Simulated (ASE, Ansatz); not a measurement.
# Localised basis functions on twisted Ti2CO2 MXene bilayer, 7.34° (610 atoms), part 2 of 2

Wanted: errors and times of a linear-scaling basis for twisted Ti2CO2 MXene bilayer, 7.34° (610 atoms). A setting counts as converged where the r.m.s. difference of forces stays under 1 % of the r.m.s. force.

Ansatz 0.2.0; Kohn-Sham DFT, PBE+D4, PAW (set soft_2), plane waves.

The cell: 122 C, 244 Ti and 244 O. Beside vacuum, support functions can miss their usual error bounds without a warning. The main run has no spin polarisation. The Brillouin zone is sampled at Γ only, in a cell whose shortest periodic width is 20 Å.

So far. Step 2 (Plane-wave single point): Mean Löwdin charges: C -0.90, O -0.61, Ti +1.13 e (they miss 0.35 % of the electrons, so they add up to more than the cell's charge).

### Step 3. Distances and neighbours (continued)

Local excerpt of 13 atoms (numbers count through the whole input) about C456, which bears the longest force; x, y, z are measured from there.

| atom | x | y | z | distance (Å) | bonds | Fx | Fy | Fz (eV/Å) |
| --- | --- | --- | --- | --- | --- | --- | --- | --- |
| C456 | 0.00 | 0.00 | 0.00 | 0.00 | 6 | -0.022 | 0.387 | -0.552 |
| Ti452 | 0.79 | -1.53 | 1.27 | 2.15 | 6 | -0.282 | -0.335 | 0.108 |
| Ti458 | 1.73 | -0.10 | -1.34 | 2.19 | 6 | 0.259 | 0.037 | 0.278 |
| Ti422 | -1.76 | 0.14 | 1.30 | 2.19 | 6 | 0.204 | -0.321 | -0.247 |
| Ti423 | -0.97 | -1.44 | -1.34 | 2.19 | 6 | -0.104 | 0.112 | 0.194 |
| Ti457 | 0.96 | 1.49 | 1.30 | 2.20 | 6 | 0.198 | -0.187 | -0.192 |
| Ti428 | -0.76 | 1.59 | -1.33 | 2.21 | 6 | -0.382 | -0.126 | 0.020 |
| O424 | -0.96 | -1.44 | 2.18 | 2.79 | 3 | -0.143 | 0.132 | -0.028 |
| O459 | 1.77 | -0.09 | 2.18 | 2.80 | 3 | -0.150 | 0.134 | 0.177 |
| O429 | -0.78 | 1.58 | 2.20 | 2.82 | 3 | -0.027 | 0.065 | -0.107 |
| O455 | 0.78 | -1.56 | -2.25 | 2.85 | 3 | -0.026 | 0.188 | 0.143 |
| O425 | -1.75 | 0.12 | -2.24 | 2.85 | 3 | 0.019 | 0.167 | 0.308 |
| O460 | 0.96 | 1.47 | -2.24 | 2.85 | 3 | 0.071 | -0.049 | 0.123 |

The column of bonds counts only the pairs O-Ti within 2.64 Å, Ti-C within 2.64 Å; other neighbours, such as metal atoms beside each other in a compound, aren't counted, and periodic images can show an atom twice.

### Step 4. Support functions medium

The cell is solved in localised support functions. The level medium gives here a grid of 144×144×144 points and a radius of 3.58 Å. Besides, the program derives a nominal cutoff of 464 eV for this run, against the reference's 420.

This step: Kohn-Sham DFT, PBE+D4, PAW (set soft_2), localised support functions (medium) (Ansatz 0.2.0).

input.yaml

```yaml
crystal:
  lattice:
    - [23.6651, 0.0, 0.0]
    - [-11.83255, 20.49458, 0.0]
    - [0.0, 0.0, 23.86]
  atoms:
    [... the 610 atom lines of step 2 ...]
kpoints:
  mp_grid: { grid: [1, 1, 1] }
hamiltonian:
  xc: pbe
  dispersion: d4
scf:
  occupations: { method: fermi_dirac, width: 0.05 }
  eigensolver: { kind: { support_functions: { accuracy: medium } } }
  mixing: { beta: 0.2 }
  max_iter: 150
output:
  forces: true
```

Command:

```sh
$ ansatz run input.yaml --threads 32 --pin off --max-ram 143360MiB --backend cuda --events-out ev --progress --plain --runs-dir out
```

Numbers of over 12 decimals in the logs are rounded to 6 here.

Log:

```text
Warning: scf.eigensolver.kind.support_functions: disabling space-group detection — the functions' gradient is summed over unrotated k-points, so no spatial operation reduces the k-mesh or symmetrises the density; time reversal is kept, so that k and −k are solved as one point where they differ and the mesh holds both, and exact exchange and, on two spinor components, a DFT+U term hold to it where the run has them: [...]
Warning: basis.ecutwfc = 464 eV, auto-derived: no grid that the accuracy of the support functions lays serves the files at the lower one that their records recommend; a deck with other species or settings can derive another value
settings of this run that can trade accuracy for cost: scf.eigensolver.kind.support_functions [...]
[...]
GPU FFT provider: cuFFT
GPU libraries: cuBLAS 13.8.1, cuFFT 12.4.0, cuSOLVER 12.3.2
[...]
Crystal: 610 atoms, lattice volume = 11572.250 Å³
Basis set: ecut = 464 eV, 262493 PW (Γ), exchange–correlation on 360×360×360 points (8 copies of the dense FFT grid, shifted against one another)
Bands: 2928, of which v1, the nominal top of the filled ones, is band 2440 counted from 1 (2439 counted from 0)
Symmetry: 1 space group operations
k-points: 1
[...]
GPU buffer pool allocated for 5832000 grid points (all kernels)
Eigensolver: Support functions (medium, 144×144×144 points, laid for a spacing of at most 0.183426 Å, radius 3.582193 Å, 222 sites without an atom, 2 species' potentials softened for the grid, 3 wholly corrected for its errors in the mean over positions, 3 with the egg-box correction, energy correction by stochastic trace)
[...]
SCF iter   1: F=—  HF=-780456.789599 eV  |F-HF|=—  |Δ(HF+E_count)|=         —  Δρ=1.64e-1  dr2=3.78e3  ethr=1.00e-1
[...]
SCF iter  22: F=-779745.947058 eV  HF=-779745.947061 eV  |F-HF|=3.27e-6  |Δ(HF+E_count)|=   2.74e-5  Δρ=8.12e-6  dr2=4.85e-6  ethr=3.86e-10
SCF 1 converged in 22 iterations: F = -779746.039864 eV  dr2 = 4.85e-6
[...]
SCF converged after 22 iterations
Stability not checked: this state was not tested for a lower state beside it, because the mixer in use, unlike msr1, does not test its closes by its own steps (another_mixer; see scf.mixing.algorithm and scf.lower_state_search)
Free energy (F): -779746.039864 eV
[...]
Internal energy: -779745.874313 eV  (E = F + TS)
E sigma→0 (E₀):  -779745.957089 eV
Entropy (-TS):   -0.165551 eV (-0.271 meV/atom)
Fermi energy:    4.284345 eV
[...]
--- Forces (eV/Å), atoms counted from 1 ---
[... 610 lines of forces left out ...]
  max |Σ_I F_I| component: 9.12e-3 eV/Å
--- Band table (eV) ---
[... left out ...]
  guard bands above this table: 423 of the run's 2928 bands (output.publish_guard_bands: true publishes all)
```

Run time: 25 s. Hardware: 1 × NVIDIA GB200 with 32 threads of Arm Neoverse V2, shared host; peak memory 3.7 GiB.

That memory is the host's; the program planned up to 27.2 GiB on the GPU.

The program notes that the band table was not solved further than the SCF left it and it switched symmetry off.

Keys that differ from the reference: support_functions.accuracy = "medium", scf.max_iter = 150 and scf.mixing.beta = 0.2.

Forces differ from the reference by 1.1 meV/Å r.m.s., 0.59 % of their size, within a tolerance of 1 %; the energy by -4.4 meV/atom.

### Step 5. Cost against change

Each row is set against the plane-wave reference (Kohn-Sham DFT, PBE+D4, PAW (set soft_2), plane waves; r.m.s. force component 0.181 eV/Å). Energies are set beside the reference only for runs with its functional, potentials and electron count. Times are for 1 × NVIDIA GB200 with 32 threads of Arm Neoverse V2, shared host. The reference's time includes the DOS, which some other runs skip.

| run | Δ force, r.m.s. (meV/Å) | share of r.m.s. force (%) | Δ energy (meV/atom) | Δ gap (eV) | cycles | time | host memory (GiB) | planned on the GPU (GiB) |
| --- | --- | --- | --- | --- | --- | --- | --- | --- |
| reference | - | - | - | - | 13 | 23 s | 8.9 | 72 |
| support functions medium | 1.07 | 0.593 | -4.42 | 3.0e-4 | 22 | 25 s | 3.7 | 27 |

### Step 6. What came out

```yaml
free_energy_per_atom: -1278.2678 eV/atom
r_m_s_force_component: 0.1806 eV/Å
spacing_of_highest_filled_and_lowest_empty_level: 0.3359 eV
wall_time_of_the_2_dft_runs: 48 s
```

Against plane waves at 420 eV, the forces differ by 1.1 meV/Å (0.59 %) with support functions medium. In energy the support functions at preset levels lie below plane waves at 420 eV. Their grid holds more waves than that cutoff, so part of the difference is likely the reference's own basis error.

The highest filled and lowest empty levels lie 0.336 eV apart (at Γ alone), but 7 levels are partly filled, by over 2 %, under the smearing. Counting bonds as in the table, all C atoms have 6, all O atoms have 3 and all Ti atoms have 6 bonded neighbours.

What to keep in mind: The geometry was built by rule, was displaced at random and isn't relaxed at this level: its force components are 0.18 eV/Å r.m.s.

[Logs are printed without paths, hosts, clocks, repeated set-up lines and the standing remarks that a program may print on its own settings, such as how far it seeks lower states.]

[Hosts, paths, dates, database ids (printed as entryN), source tags and the programs' standing remarks are cut or masked in the printed files.]
